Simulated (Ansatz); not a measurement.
# WSi2P4 bilayer (AB) in a perpendicular field, part 4 of 4

Aim: how the WSi2P4 bilayer (AB) screens a field along its normal, and what the field does to its bands. A positive field points along +c.

Ansatz 0.2.0; plane-wave DFT, r2SCAN-D4, Ansatz PAW.

So far. Step 11 (Relaxing in the field, field -0.1 V/Å): The dipole is -0.128 e·Å, and the gap on the mesh 0.804 eV. Step 12 (Response, atoms relaxed): The induced dipole is that of a conductor 22.44 Å thick.

## 13. The same run with other settings

This step: plane-wave DFT, r2SCAN-D4, Ansatz PAW (Ansatz 0.2.0).

A run with a changed input: it repeats the earlier run at 0.03 V/Å with accuracy to low.

File input.yaml:

```yaml
crystal:
  lattice:
    - [3.4404336888, 0.0, 0.0]
    - [-1.7202168444, 2.9795029746, 0.0]
    - [0.0, 0.0, 40.0434973317]
  atoms:
    - { symbol: P, position: [0.0, 0.0, 0.2247555933] }
    - { symbol: Si, position: [0.3333333333, 0.6666666667, 0.2501312136] }
    - { symbol: P, position: [0.3333333333, 0.6666666667, 0.3061721384] }
    - { symbol: W, position: [0.0, 0.0, 0.3416675781] }
    - { symbol: P, position: [0.3333333333, 0.6666666667, 0.3771723204] }
    - { symbol: Si, position: [0.3333333333, 0.6666666667, 0.4331884414] }
    - { symbol: P, position: [0.0, 0.0, 0.4585450792] }
    - { symbol: P, position: [0.3333333333, 0.6666666667, 0.5414708918] }
    - { symbol: Si, position: [0.6666666667, 0.3333333333, 0.5668117311] }
    - { symbol: P, position: [0.6666666667, 0.3333333333, 0.6228377378] }
    - { symbol: W, position: [0.3333333333, 0.6666666667, 0.6583315287] }
    - { symbol: P, position: [0.6666666667, 0.3333333333, 0.6938273644] }
    - { symbol: Si, position: [0.6666666667, 0.3333333333, 0.749868609] }
    - { symbol: P, position: [0.3333333333, 0.6666666667, 0.7752444067] }
kpoints:
  mp_grid: { grid: [18, 18, 1] }
  band_path:
    path: [[0, 0, 0], [0.5, 0, 0], [0.33333333, 0.33333333, 0], [0, 0, 0]]
    npoints: 16
hamiltonian:
  xc: r2scan
  dispersion: d4
scf:
  occupations: { method: fermi_dirac, width: 0.02585 }
  convergence: { dr2_threshold: 1.0e-10 }
efield:
  axis: 3
  dipole_correction: true
  ramp_position: 0.97
  ramp_width: 0.06
  amplitude: 0.03
output:
  write_potential: true
  write_density: true
  volumetric_format: npy
accuracy: low
```

Launch:

```console
ansatz run input.yaml --threads 4 --pin off --max-ram 12288MiB --backend cpu --events-out ev --progress --plain --runs-dir out
```

Numbers of over 12 decimals in the logs are rounded to 6 here.

Log:

```text
settings of this run that can trade accuracy for cost: accuracy: low. Do not mix this run's numbers with those of runs without the same settings; the input reference describes each key
[...]
Crystal: 14 atoms, lattice volume = 410.477 Å³
Basis set: ecut = 500 eV, 10467 PW (Γ), exchange–correlation on 81×81×900 points (27 copies of the dense FFT grid, shifted against one another)
Bands: 56, of which v1, the nominal top of the filled ones, is band 42 counted from 1 (41 counted from 0)
Symmetry: 6 space group operations
[...]
k-points: 37 of 324 (time reversal used)
[...]
SCF iter   1: F=—  HF=-29430.294966 eV  |F-HF|=—  |Δ(HF+E_count)|=         —  Δρ=7.06e-3  dr2=1.31e0  dr2_τ=2.52e-1  ethr=1.77e-3  p=0.001 e·Å  D=3.01e-4 V/Å  ΔV_dip=-0.01 eV  dr2_dipole=3.47e-2  V_vac-E_F(+/−)=5.79/4.69 eV  ⟨swp⟩=10.5  Hψ=12951  notcnv=0  defer=32
[...]
SCF iter  16: F=-29430.340150 eV  HF=-29430.340150 eV  |F-HF|=7.64e-11  |Δ(HF+E_count)|=  4.00e-11  Δρ=2.69e-8  dr2=1.08e-11  dr2_τ=3.82e-13  ethr=1.00e-12  p=0.037 e·Å  D=1.63e-2 V/Å  ΔV_dip=-0.65 eV  dr2_dipole=3.95e-12  V_vac-E_F(+/−)=5.14/4.68 eV  ⟨swp⟩=2.2  Hψ=3733  notcnv=0
SCF 1 converged in 16 iterations: F = -29430.340150 eV  dr2 = 1.08e-11
[...]
SCF converged after 16 iterations
Free energy (F): -29430.340150 eV
[...]
Internal energy: -29430.340150 eV  (E = F + TS)
E sigma→0 (E₀):  -29430.340150 eV
Fermi energy:    3.960342 eV
Dipole field:    D = 0.016264 V/Å  (p = 0.036894 e·Å, saw-weighted, corrected)
Work function:   not extracted (applied field tilts the vacuum); planar V_es + V_field profile in the machine report
[...]
--- Band table (eV; the first three rows and the last of 37) ---
  k-point 0: bands = [... 38 lower, 2.4969, 2.4969, 3.0929, 3.4322, 6.2436, 6.2436, 6.3075, 6.3075, ... 10 higher]
  k-point 1: bands = [... 38 lower, 2.4103, 2.5292, 3.1128, 3.4160, 6.1640, 6.2288, 6.3518, 6.3986, ... 10 higher]
  k-point 2: bands = [... 38 lower, 2.2702, 2.5366, 3.0820, 3.3134, 5.9597, 6.0264, 6.0861, 6.2029, ... 10 higher]
  k-point 36: bands = [... 38 lower, 2.2680, 2.3364, 3.4612, 3.5288, 4.3912, 4.4529, 5.0819, 5.2260, ... 10 higher]
[...]
```

Wall time 97 s (4 threads of Arm Neoverse V2, shared host); peak memory 2 GiB.

| quantity | this run | earlier run | difference |
| --- | --- | --- | --- |
| dipole along the normal (e·Å) | 0.03689 | 0.03689 | -1.2e-7 |
| gap along the path (eV) | 0.8624 | 0.8624 | 0 |
| smallest direct gap along the path (eV) | 0.8624 | 0.8624 | 0 |

Nothing in the table moves by 0.01 in its unit (for the dipole 0.5 % and 5e-5 e·Å).

The change did no harm here.

## 14. The same run with other settings: scf.lower_state_search = "standard"

Another changed input: it repeats the earlier run at 0.03 V/Å with scf.lower_state_search to standard.

input.yaml, as its differences from that of step 13:

```diff
@@ -31,2 +31,3 @@
   convergence: { dr2_threshold: 1.0e-10 }
+  lower_state_search: standard
 efield:
@@ -41,2 +42 @@
   volumetric_format: npy
-accuracy: low
```

Log:

```text
[...]
Crystal: 14 atoms, lattice volume = 410.477 Å³
Basis set: ecut = 500 eV, 10467 PW (Γ), exchange–correlation on 108×108×1200 points (64 copies of the dense FFT grid, shifted against one another)
Bands: 56, of which v1, the nominal top of the filled ones, is band 42 counted from 1 (41 counted from 0)
Symmetry: 6 space group operations
[...]
k-points: 37 of 324 (time reversal used)
[...]
SCF iter   1: F=-29429.214522 eV  HF=-29430.294953 eV  |F-HF|=1.08e0  |Δ(HF+E_count)|=         —  Δρ=7.06e-3  dr2=1.31e0  dr2_τ=2.52e-1  ethr=1.77e-3  p=0.001 e·Å  D=3.01e-4 V/Å  ΔV_dip=-0.01 eV  dr2_dipole=3.47e-2  V_vac-E_F(+/−)=5.79/4.69 eV  ⟨swp⟩=10.5  Hψ=13098  notcnv=0  defer=32
[...]
SCF iter  16: F=-29430.340150 eV  HF=-29430.340150 eV  |F-HF|=5.09e-11  |Δ(HF+E_count)|=  6.55e-11  Δρ=2.72e-8  dr2=1.12e-11  dr2_τ=3.83e-13  ethr=1.00e-12  p=0.037 e·Å  D=1.63e-2 V/Å  ΔV_dip=-0.65 eV  dr2_dipole=4.14e-12  V_vac-E_F(+/−)=5.14/4.68 eV  ⟨swp⟩=2.2  Hψ=3733  notcnv=0
SCF 1 converged in 16 iterations: F = -29430.340150 eV  dr2 = 1.12e-11
[...]
SCF converged after 16 iterations
Free energy (F): -29430.340150 eV
[...]
Internal energy: -29430.340150 eV  (E = F + TS)
E sigma→0 (E₀):  -29430.340150 eV
Fermi energy:    3.960341 eV
Dipole field:    D = 0.016264 V/Å  (p = 0.036894 e·Å, saw-weighted, corrected)
Work function:   not extracted (applied field tilts the vacuum); planar V_es + V_field profile in the machine report
[...]
--- Band table (eV; the first three rows and the last of 37) ---
  k-point 0: bands = [... 38 lower, 2.4969, 2.4969, 3.0929, 3.4322, 6.2436, 6.2436, 6.3075, 6.3075, ... 10 higher]
  k-point 1: bands = [... 38 lower, 2.4103, 2.5292, 3.1128, 3.4160, 6.1640, 6.2288, 6.3518, 6.3986, ... 10 higher]
  k-point 2: bands = [... 38 lower, 2.2702, 2.5366, 3.0820, 3.3134, 5.9597, 6.0264, 6.0861, 6.2029, ... 10 higher]
  k-point 36: bands = [... 38 lower, 2.2680, 2.3364, 3.4612, 3.5288, 4.3912, 4.4529, 5.0819, 5.2260, ... 10 higher]
```

It took 1.7 min on 4 threads; peak memory 2.3 GiB.

This step gave:

| Item | Value |
| --- | --- |
| dipole along the normal | 0.03689 e·Å |
| gap along the path | 0.8624 eV |
| smallest direct gap along the path | 0.8624 eV |
| gap, the smaller of path and mesh | 0.8624 eV |

Electronic bands along the path, in eV, zero at the Fermi level of the run, which the smearing sets inside the gap:

| point | band 39 | band 40 | band 41 | band 42 | band 43 | band 44 | band 45 | band 46 |
| --- | --- | --- | --- | --- | --- | --- | --- | --- |
| Γ | -1.46 | -1.46 | -0.87 | -0.53 | 2.28 | 2.28 | 2.35 | 2.35 |
| halfway | -2.13 | -1.83 | -1.39 | -1.32 | 1.32 | 1.49 | 1.62 | 1.75 |
| M | -1.96 | -1.91 | -1.50 | -1.44 | 0.94 | 0.99 | 1.07 | 1.14 |
| halfway | -2.06 | -1.91 | -1.07 | -1.02 | 0.98 | 1.06 | 1.41 | 1.50 |
| K | -1.69 | -1.62 | -0.50 | -0.43 | 0.43 | 0.49 | 1.12 | 1.27 |
| halfway | -2.06 | -1.87 | -1.46 | -1.40 | 1.53 | 1.60 | 1.80 | 1.91 |
| Γ | -1.46 | -1.46 | -0.87 | -0.53 | 2.28 | 2.28 | 2.35 | 2.35 |

| quantity | this run | earlier run | difference |
| --- | --- | --- | --- |
| dipole along the normal (e·Å) | 0.03689 | 0.03689 | 0 |
| gap along the path (eV) | 0.8624 | 0.8624 | 0 |
| smallest direct gap along the path (eV) | 0.8624 | 0.8624 | 0 |

Nothing in the table moves by 0.01 in its unit (for the dipole 0.5 % and 5e-5 e·Å).

## 15. Summary of results

```yaml
gap_without_field: 0.907 eV
ionisation_energy_upper_face: 5.38 eV
electron_affinity_upper_face: 4.47 eV
equivalent_conductor_thickness_atoms_held: 22.3 Å
equivalent_conductor_thickness_atoms_relaxed: 22.4 Å
```

The induced dipole equals that of a perfect conductor 22.29 Å thick, while the outer atoms lie 22.04 Å apart; an out-of-plane ε follows only once a thickness t is chosen, by 1 − 1/ε = 22.29 Å / t. The gap goes from 0.91 eV to 0.57 eV at -0.25 V/Å. Letting the atoms follow the field adds 0.15 Å to the equivalent conductor thickness: the ionic part of the response. With the field reversed the gap is 0.53 eV at 0.25 V/Å. Semilocal functionals give gaps that are too small, and excitons are not included. Spin-orbit coupling is left out, which matters for the bands of elements this heavy. The outer anions sit over the metal atoms, one of several polytypes of such layers and not the lowest for every compound.

[Logs are printed without paths, hosts, clocks, repeated set-up lines and the standing remarks that a program may print on its own settings, such as how far it seeks lower states.]

[Hosts, paths, dates, database ids (printed as entryN), source tags and the programs' standing remarks are cut or masked in the printed files.]

[Maps of the electrostatic potential energy from Ansatz leave out the sawtooth potential of an applied field or a dipole correction, so their vacuum need not be flat; planar profiles and work functions include it.]
